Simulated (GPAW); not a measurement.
# How the form of the self-energy moves the gap of In2O3 (R-3c)

Wanted: the gap of In2O3 (R-3c) under several approximations, with cost.

Method: LDA and many-body steps on it, plane waves, in GPAW 26.7.0.

**The experiments to reproduce.**

- Gap 3.08 eV: optical gap from linear extrapolation of the absorption edge; UV-visible absorption, Tauc-type extrapolation; powder (hydrothermally grown microspheres, annealed at 400 C) (“Fabrication and performance enhancement of an In2O3/BiVO4 heterojunction for N-butanol gas sensing applications”, 2024, pmc:11650617).

This is a report of a sequence of runs, with most program output left out.

### 1. The starting structure

The structure is trigonal, space group R-3c (No. 167). Conventional cell: a = 5.487 Å, b = 5.487 Å, c = 14.510 Å, α = 90.00°, β = 90.00°, γ = 120.00°. In has 6 O at 2.12 to 2.26 Å nearest. Nearest to O lie 4 In at 2.12 to 2.26 Å. Farther neighbours and most contacts between anions are not listed.

As a file:

```cif
data_structure
_symmetry_space_group_name_H-M 'R-3c:H'
_symmetry_Int_Tables_number 167
_cell_length_a 5.4870
_cell_length_b 5.4870
_cell_length_c 14.5100
_cell_angle_alpha 90.000
_cell_angle_beta 90.000
_cell_angle_gamma 120.000
_cell_volume 378.33
loop_
_atom_site_label
_atom_site_type_symbol
_atom_site_symmetry_multiplicity
_atom_site_Wyckoff_symbol
_atom_site_fract_x
_atom_site_fract_y
_atom_site_fract_z
_atom_site_occupancy
In1 In 12 c 0.66667 0.33333 0.19064 1
O1 O 18 e 0.63133 0.66667 0.41667 1
```

The cell and positions come from the Crystallography Open Database and are kept as given unless a step says otherwise. This is not the form that In2O3 usually takes at ambient conditions.

### 2. Empty states on the mesh, 4×4×4 mesh, 434 bands

This step: GPAW 26.7.0; DFT, LDA, plane waves, PAW.

The sums over transitions need many empty states on a uniform mesh; this step solves for them.

run.py reads:

```python
import json
import numpy as np
from gpaw.mpi import world
from gpaw import GPAW

calc = GPAW('gs.gpw').fixed_density(kpts={'size': (4, 4, 4), 'gamma': True},
    parallel={'domain': 1, 'band': 1},
    txt='nscf.txt')
calc.diagonalize_full_hamiltonian(nbands=434)
calc.write('full.gpw', mode='all')
res = {}
kpts = calc.get_ibz_k_points()
res['kpts'] = kpts
res['eigenvalues'] = [calc.get_eigenvalues(kpt=k) for k in range(len(kpts))]
res['n_electrons'] = calc.get_number_of_electrons()

if world.rank == 0:
    with open('result.json', 'w') as f:
        json.dump(res, f, default=lambda x: x.tolist())
```

The run is started by

```bash
mpirun -n 8 gpaw python run.py
```

Elapsed: 2.6 min, on 8 MPI ranks of Arm Neoverse V2, shared host; peak memory 13 GiB; 21 min of CPU time.

Numbers from this step:

* gap: 1.190 eV
* k of the valence top: 0.25, 0, 0
* k of the conduction bottom: 0, 0, 0
* least direct gap: 1.217 eV
* k points computed: 14
* lowest point of the top converged band, above the valence top: 112.4835 eV

On this mesh the gap is 1.190 eV.

### 3. One-shot HSE06

This step: one-shot HSE06 levels on LDA orbitals, plane waves, PAW.

run.py reads:

```python
import json
import numpy as np
from gpaw.mpi import world
from gpaw.hybrids.eigenvalues import non_self_consistent_eigenvalues

dft, vxc, vxc_hyb = non_self_consistent_eigenvalues('full.gpw', 'HSE06', 42, 46, kpt_indices=[0, 2])
res = {'dft': dft[0], 'hybrid': (dft - vxc + vxc_hyb)[0]}
if world.rank == 0:
    with open('hybrid.txt', 'w') as f:
        for k, e0, e1 in zip([0, 2], res['dft'], res['hybrid']):
            print(k, ' '.join(f'{x:9.4f}' for x in e0), '|', ' '.join(f'{x:9.4f}' for x in e1), file=f)

if world.rank == 0:
    with open('result.json', 'w') as f:
        json.dump(res, f, default=lambda x: x.tolist())
```

The run is started by

```bash
mpirun -n 8 gpaw python run.py
```

Run time: 7.6 s. Hardware: 8 MPI ranks; peak memory 3.8 GiB.

Numbers from this step:

| Property | Result |
| --- | --- |
| starting gap on the mesh | 1.190 eV |
| hybrid gap on the mesh | 2.880 eV |
| least direct hybrid gap on the computed points | 2.880 eV |

### 4. GLLB-SC, self-consistent

This step: DFT, GLLB-SC with its derivative discontinuity, plane waves, PAW.

run.py reads:

```python
import json
import numpy as np
from gpaw.mpi import world
from ase import Atoms
from gpaw import GPAW, PW, FermiDirac

atoms = Atoms(['In', 'In', 'In', 'In', 'O', 'O', 'O', 'O', 'O', 'O'],
    cell=[[2.7435000000, 1.5839604635, 4.8366666667],
      [-2.7435000000, 1.5839604635, 4.8366666667],
      [0.0000000000, -3.1679209270, 4.8366666667]],
    scaled_positions=[[0.3573100000, 0.3573100000, 0.3573100000],
      [0.1426900000, 0.1426900000, 0.1426900000],
      [0.6426900000, 0.6426900000, 0.6426900000],
      [0.8573100000, 0.8573100000, 0.8573100000],
      [0.5480000000, 0.9520000000, 0.2500000000],
      [0.2500000000, 0.5480000000, 0.9520000000],
      [0.9520000000, 0.2500000000, 0.5480000000],
      [0.4520000000, 0.0480000000, 0.7500000000],
      [0.7500000000, 0.4520000000, 0.0480000000],
      [0.0480000000, 0.7500000000, 0.4520000000]],
    pbc=(True, True, True))
calc = GPAW(mode=PW(600),
    xc='GLLBSC',
    kpts={'size': (4, 4, 4), 'gamma': True},
    occupations=FermiDirac(0.001),
    nbands=-11,
    convergence={'bands': -3},
    maxiter=120,
    txt='gllbsc.txt')
atoms.calc = calc
atoms.get_potential_energy()
homo, lumo = calc.get_homo_lumo()
response = calc.hamiltonian.xc.response
dxc_pot = response.calculate_discontinuity_potential(homo, lumo)
ks_gap, dxc = response.calculate_discontinuity(dxc_pot)
res = {'ks_gap': ks_gap, 'dxc': dxc}

if world.rank == 0:
    with open('result.json', 'w') as f:
        json.dump(res, f, default=lambda x: x.tolist())
```

The run is started by

```bash
mpirun -n 8 gpaw python run.py
```

Run time: 29 s. Hardware: 8 MPI ranks; peak memory 2.3 GiB; 3.9 min of CPU time.

Numbers from this step:

* starting gap on the mesh: 2.164 eV
* derivative discontinuity: 0.9177 eV
* quasiparticle gap on the mesh: 3.082 eV

### 5. G0W0, extrapolated in the cutoff

Now the one-shot GW correction: screening in the RPA, then the self-energy of the levels asked for.

This step: G0W0 on LDA, plane waves, PAW.

run.py reads:

```python
import json
import numpy as np
from gpaw.mpi import world
from gpaw.response.g0w0 import G0W0

gw = G0W0('full.gpw',
    filename='gw',
    kpts=[0, 2],
    bands=(42, 46),
    ecut=130.0,
    integrate_gamma='WS',
    ppa=True,
    ecut_extrapolation=True)
gw.calculate()
res = {mode: {k: v for k, v in r.items() if k != 'sigma_eskwn'}
       for mode, r in gw.all_results.items()}

if world.rank == 0:
    with open('result.json', 'w') as f:
        json.dump(res, f, default=lambda x: x.tolist())
```

The run is started by

```bash
mpirun -n 8 gpaw python run.py
```

It took 26 min on 8 MPI ranks; peak memory 6.8 GiB; 3.5 h of CPU time.

This step gave:

* quasiparticle gap on the points computed: 2.670 eV
* least direct quasiparticle gap on the computed points: 2.670 eV
* Z at the valence top: 0.7715
* Z at the conduction bottom: 0.8287
* starting gap on the mesh: 1.190 eV
* k of the valence top: 0, 0, 0
* k of the conduction bottom: 0, 0, 0
* gaps at the cutoffs of the extrapolation: 2.475, 2.494, 2.515 eV

The gap on the mesh goes from 1.19 eV to 2.67 eV, a correction of +1.48 eV.

### 6. One-shot Hartree-Fock

This step: one-shot Hartree-Fock levels on LDA orbitals, plane waves, PAW.

run.py reads:

```python
import json
import numpy as np
from gpaw.mpi import world
from gpaw.hybrids.eigenvalues import non_self_consistent_eigenvalues

dft, vxc, vxc_hyb = non_self_consistent_eigenvalues('full.gpw', 'EXX', 42, 46, kpt_indices=[0, 2])
res = {'dft': dft[0], 'hybrid': (dft - vxc + vxc_hyb)[0]}
if world.rank == 0:
    with open('hybrid.txt', 'w') as f:
        for k, e0, e1 in zip([0, 2], res['dft'], res['hybrid']):
            print(k, ' '.join(f'{x:9.4f}' for x in e0), '|', ' '.join(f'{x:9.4f}' for x in e1), file=f)

if world.rank == 0:
    with open('result.json', 'w') as f:
        json.dump(res, f, default=lambda x: x.tolist())
```

The run is started by

```bash
mpirun -n 8 gpaw python run.py
```

Elapsed: 6.7 s, on 8 MPI ranks; peak memory 3.8 GiB.

This step gave:

* starting gap on the mesh: 1.190 eV
* hybrid gap on the mesh: 9.974 eV
* least direct hybrid gap on the computed points: 9.974 eV

### 7. Side by side

Times are wall times on 8 MPI ranks of Arm Neoverse V2, shared host, good to a factor of about two.

```
                             run   mesh  bands  screening cutoff (eV)  DFT gap (eV)  gap on the mesh (eV)  direct (eV)    time
                  one-shot HSE06  4×4×4      -                      -         1.190                 2.880        2.880   7.6 s
        GLLB-SC, self-consistent  4×4×4      -                      -         2.164                 3.082            -    29 s
G0W0, extrapolated in the cutoff  4×4×4      -                    130         1.190                 2.670        2.670  26 min
           one-shot Hartree-Fock  4×4×4      -                      -         1.190                 9.974        9.974   6.7 s
```

### 8. Outcome

* one-shot HSE06: 2.880 eV
* GLLB-SC, self-consistent: 3.082 eV
* G0W0, extrapolated in the cutoff: 2.670 eV
* one-shot Hartree-Fock: 9.974 eV
* known limits: not at the basis limit; no spin-orbit coupling

**Reading.** GLLB-SC, self-consistent: +0.202 eV against one-shot HSE06, +0.974 eV of it in the start. G0W0, extrapolated in the cutoff: −0.211 eV against one-shot HSE06, at other bands or cutoff, so not like for like. One-shot Hartree-Fock: +7.093 eV against one-shot HSE06. One-shot hybrid levels are evaluated on the LDA orbitals. GLLB-SC has a self-consistent start of its own and adds its derivative discontinuity. Against experiment, by G0W0, extrapolated in the cutoff: the gap of 2.67 eV lies −0.41 eV from the measured 3.08 eV (optical, 2024). An exciton line or allowed optical edge lies below the quasiparticle gap by the binding energy; a forbidden edge can push the onset above it. These are gaps on the mesh, at modest bands and cutoff. The calculation has static nuclei and no excitons; a measured gap holds zero-point and thermal motion, which mostly lowers it. Against the values above the computed gap that would widen the miss. An edge that is forbidden or weak in absorption could explain it, and so could too strong a screening: the start's gap is only 1.19 eV, and one shot does not repair that. Bands and cutoff are finite, so the gap is not at the basis limit. The miss can reach some tenths of an eV and take either sign; the mesh is an error of its own. These stock PAW sets were not made for GW. The program warns of a poor linear fit in the extrapolation of some level, so the extrapolated values are rough. The many-body steps are scalar-relativistic: spin-orbit coupling is not in them.

[Paths, hosts, dates, memory and timing lines, banners, echoed tables and standing remarks are left out of the program output.]

[Logs are printed without paths, hosts, clocks, repeated set-up lines and the standing remarks that a program may print on its own settings, such as how far it seeks lower states.]

[Runs of the session that timed out or met a known fault of the program may be left out.]

[Hosts, paths, dates, database ids (printed as entryN), source tags and the programs' standing remarks are cut or masked in the printed files.]
